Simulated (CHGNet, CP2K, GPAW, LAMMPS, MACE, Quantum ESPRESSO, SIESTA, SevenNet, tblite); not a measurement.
**Glassy 63SiO2-22Al2O3-15ZnO (mol %) (89 atoms): other programs against plane waves**

Aim: forces, pressure and gap of glassy 63SiO2-22Al2O3-15ZnO (mol %) (89 atoms) at one geometry, from other programs and methods, against plane-wave PBE.

Results are calculated, not measured.

### 1. The cell

The cell holds 89 atoms (17 Si, 12 Al, 4 Zn and 56 O), with edges of 10.38, 10.38 and 10.38 Å. Recipe: 89 atoms (17 Si, 12 Al, 4 Zn, 56 O) placed at random at 2.7 g/cm³, melted at 4000 K for 10 ps at fixed volume with the Morse and Coulomb pair potential with partial charges (Pedone, Malavasi, Menziani, Cormack and Segre, J. Phys. Chem. B 110, 11780 (2006)). Quenched from 4000 K to 300 K at 20 K/ps and fixed volume, held 10 ps at zero pressure, then minimised at fixed cell. The density is 2.91 g/cm³.

### 2. The reference input

Quantum ESPRESSO 7.5: Kohn-Sham DFT, PBE, SSSP efficiency 1.3.0 pseudopotentials, plane waves. Its input, pw.in:

```
&control
  calculation = 'scf'
  pseudo_dir = './pseudo'
  outdir = './tmp'
  disk_io = 'none'
  tprnfor = .true.
  tstress = .true.
/
&system
  ibrav = 0
  nat = 89
  ntyp = 4
  ecutwfc = 60
  ecutrho = 480
  nosym = .true.
  occupations = 'smearing'
  smearing = 'fd'
  degauss = 0.003675
/
&electrons
  conv_thr = 4.5e-07
  electron_maxstep = 100
  mixing_beta = 0.4
  mixing_mode = 'plain'
  diagonalization = 'david'
/
ATOMIC_SPECIES
Si 28.085 Si.upf
Al 26.982 Al.upf
Zn 65.380 Zn.upf
O 15.999 O.upf
CELL_PARAMETERS angstrom
10.38180 0.00000 0.00000
0.00000 10.38180 0.00000
0.00000 0.00000 10.38180
ATOMIC_POSITIONS crystal
Si 0.35603 0.78370 0.69473
Si 0.95919 0.42509 0.86233
Si 0.99278 0.68688 0.48352
Si 0.69972 0.38231 0.00552
[... 83 atom lines left out ...]
O 0.64687 0.75864 0.43094
O 0.27519 0.87314 0.59625
K_POINTS gamma
```

```console
$ OMP_NUM_THREADS=1 mpirun -np 2 pw.x -in pw.in > output.txt
```

Elapsed: 5.6 min, on 2 MPI ranks of Arm Neoverse V2, shared host; peak memory 3.3 GiB.

It converged with an r.m.s. force component of 0.74 eV/Å and a pressure of 8.0 GPa.

Its highest filled and lowest empty levels lie 2.75 eV apart on its k-points.

### 3. The other programs

- CHGNet: machine-learned potential, published weights.
- CP2K 2026.2: Gaussian basis with GTH pseudopotentials and a plane-wave density; labels give functional, basis (MOLOPT sets; SR short-range, UZH the newer set with its own potentials), grid cutoff/relative cutoff and solver (OT: orbital transformation; TRS4, TC2, SIGN: linear-scaling purification with its sparsity filter), or its built-in tight binding.
- GPAW 26.7.0: PAW with atomic orbitals (LCAO), plane waves or a real-space grid of spacing h.
- MACE: machine-learned potential, published weights.
- Quantum ESPRESSO 7.5: plane waves; labels (QE) give functional, pseudopotential set and cutoffs of waves/density.
- SIESTA 5.4.2: numerical atomic orbitals, whose automatically made sets are far from complete, with PseudoDojo norm-conserving potentials that we converted to its format (checked against plane waves on the same files for H, C, O, Si, Ge and Ca alone); labels give functional, basis size, energy shift and mesh cutoff.
- SevenNet: machine-learned potential, published weights.
- tblite 0.8.0: extended tight binding, driven from Python.

All use the same cell and atoms, and the electronic-structure runs the same k-mesh.

### 4. All runs compared

Differences are against the reference: forces as r.m.s. over components, share as that over the reference's r.m.s. force, slope as the fitted ratio of a run's forces to the reference's.

| run | Δ force, r.m.s. (meV/Å) | share (%) | slope | Δ pressure (GPa) | Δ gap (eV) | cores | CPU time | memory (GiB) |
| --- | --- | --- | --- | --- | --- | --- | --- | --- |
| reference | - | - | - | - | - | 2 | 11 min | 3.3 |
| CHGNet r2SCAN potential | 223 | 29.9 | 0.756 | -5.63 | - | 1 | 3.4 s | 1.3 |
| CP2K PBE, DZVP-MOLOPT-SR, 400/50 Ry, OT DIIS (coarse) | 155 | 20.8 | 0.968 | -0.196 | -0.0419 | 4 | 6.9 min | 2 |
| CP2K PBE, DZVP-MOLOPT-SR, 800/50 Ry, diagonalisation | 101 | 13.6 | 0.968 | -0.392 | -0.037 | 4 | 4 min | 6 |
| CP2K RPBE, PBE potentials, DZVP-MOLOPT-SR, 800/50 Ry, OT DIIS | 137 | 18.4 | 0.955 | 0.861 | 0.0889 | 4 | 8.3 min | 3.5 |
| GPAW PBE, LCAO dzp, h 0.18 Å | 285 | 38.3 | 1.294 | - | -0.0955 | 1 | 2.3 min | 1.5 |
| GPAW PBE, LCAO dzp, h 0.25 Å (coarse) | 982 | 132 | 1.213 | - | -0.09 | 1 | 70 s | 0.73 |
| GPAW PBE, LCAO sz(dzp), h 0.18 Å (coarse) | 1022 | 137 | 1.711 | - | -0.456 | 1 | 43 s | 1.2 |
| GPAW PBE, LCAO szp(dzp), h 0.18 Å (coarse) | 300 | 40.4 | 1.279 | - | -0.173 | 1 | 1.8 min | 1.4 |
| MACE MP-0b2 small potential | 82.1 | 11.0 | 0.961 | -0.249 | - | 1 | 5.3 s | 0.67 |
| QE PBE, gbrv-1.5, 40/200 Ry | 28.2 | 3.79 | 0.980 | 0.136 | 0.0122 | 2 | 3.8 min | 1.3 |
| SIESTA PBE, DZ, shift 0.01 Ry, mesh 500 Ry (coarse) | 865 | 116 | 1.632 | 12.8 | 0.107 | 2 | 2.4 min | 1.5 |
| SIESTA PBE, DZP, shift 0.01 Ry, mesh 150 Ry (coarse) | 147 | 19.8 | 1.119 | 2.15 | 0.129 | 2 | 84 s | 0.84 |
| SIESTA PBE, DZP, shift 0.01 Ry, mesh 500 Ry | 145 | 19.5 | 1.123 | 2.16 | 0.128 | 2 | 5.7 min | 2.3 |
| SIESTA PBE, DZP, shift 0.04 Ry, mesh 500 Ry (coarse) | 322 | 43.3 | 1.042 | -9.02 | 0.567 | 2 | 3 min | 1.6 |
| SIESTA PBE, TZP, shift 0.01 Ry, mesh 500 Ry | 103 | 13.8 | 1.093 | 0.527 | 0.105 | 4 | 8.1 min | 3.2 |
| SevenNet l3i5 potential | 49.9 | 6.70 | 0.985 | -0.414 | - | 1 | 8.6 s | 1.6 |
| tblite GFN1-xTB | 514 | 69.1 | 0.590 | 7.32 | - | 1 | 5 s | 0.13 |

Rows marked coarse use a setting chosen to be so.

Times of the machine-learned potentials are mostly Python's start and the loading of weights.

CPU time is summed over cores on shared hosts, so it is rough.

### 5. Findings

Forces lie from 3.8 % (QE PBE, gbrv-1.5, 40/200 Ry) to 137 % (GPAW PBE, LCAO sz(dzp), h 0.18 Å, coarse) of the reference's r.m.s. force of 0.74 eV/Å away from it. Other PBE runs on plane waves or a grid: QE PBE, gbrv-1.5, 40/200 Ry 3.8 % of the r.m.s. force; the reference has errors of its own, so differences under a few per cent don't tell which side is nearer the exact PBE result. The PBE runs in local orbitals, coarse settings apart, differ by 14 % (CP2K PBE, DZVP-MOLOPT-SR, 800/50 Ry, diagonalisation) to 38 % (GPAW PBE, LCAO dzp, h 0.18 Å); basis, grid and potentials can all enter. Tight binding differs by 69 % (tblite GFN1-xTB); it is another model, with fitted parameters of its own, and the xTB methods hold dispersion.

Machine-learned potentials differ by 6.7 % (SevenNet l3i5 potential) to 30 % (CHGNet r2SCAN potential); they were trained on other programs' data, some at another functional. Rows with another functional or a dispersion term differ by 18 % (CP2K RPBE, PBE potentials, DZVP-MOLOPT-SR, 800/50 Ry, OT DIIS), which mixes the change of model with differences of basis and potentials, some of them made for another functional. Runs with settings chosen to be coarse differ by 20 % (SIESTA PBE, DZP, shift 0.01 Ry, mesh 150 Ry) to 137 % (GPAW PBE, LCAO sz(dzp), h 0.18 Å), their programs' other errors included. GPAW PBE, LCAO dzp, h 0.18 Å stiffens the forces by a factor of 1.29 while following their directions (correlation 0.983); the difference isn't even, but is largest on one element. From CP2K PBE, DZVP-MOLOPT-SR, 400/50 Ry, OT DIIS to the finer CP2K PBE, DZVP-MOLOPT-SR, 800/50 Ry, diagonalisation the share falls from 21 to 14 %. From GPAW PBE, LCAO dzp, h 0.25 Å to the finer GPAW PBE, LCAO dzp, h 0.18 Å the share falls from 132 to 38 %. Pressures at PBE, coarse settings apart, lie -0.39 to +2.16 GPa from the reference's. Gaps at PBE, coarse settings apart, lie -0.10 to +0.13 eV from the reference's.

Caveats: Periodic xTB results under one method name differ between programs and library versions. The potentials hold different valence shells: 520 electrons in the reference, 488 in CP2K with DZVP-MOLOPT-SR and 488 in GPAW; this bears on time and differences. The reference's pressure holds the uncorrected Pulay stress of its 60 Ry basis, so small pressure differences, may be the reference's own error. Machine-learned potentials mimic data converged in k, so the reference's own k-point error enters their differences. The quench rate of 20 K/ps is many orders above laboratory rates, so the cell is likely richer in defects and strain than a real sample. The network of bonds at the start is that of the classical potential that made the cell, and needn't be the one that DFT or experiment would give. The electronic-structure runs sample only Γ, in a cell whose shortest periodic width is 10 Å. The reference's pressure of 8.0 GPa reflects the volume that the recipe set, positions that aren't this level's minimum and the basis. Where levels are smeared, the DFT runs use Fermi–Dirac occupations at 580 K (0.05 eV), and energies are free energies. The reference's cutoffs and mesh weren't converged further here.

[Long decimals in the printed logs are rounded to 6 places.]

[Logs are printed without paths, hosts, clocks, repeated set-up lines and the standing remarks that a program may print on its own settings, such as how far it seeks lower states.]

[Hosts, paths, dates, database ids (printed as entryN), source tags and the programs' standing remarks are cut or masked in the printed files.]

[Only finished runs are shown, without SIESTA runs on faulty potentials for Cu, Fe, Ni or Zn; cells were taken only where this reference lay near another plane-wave run.]
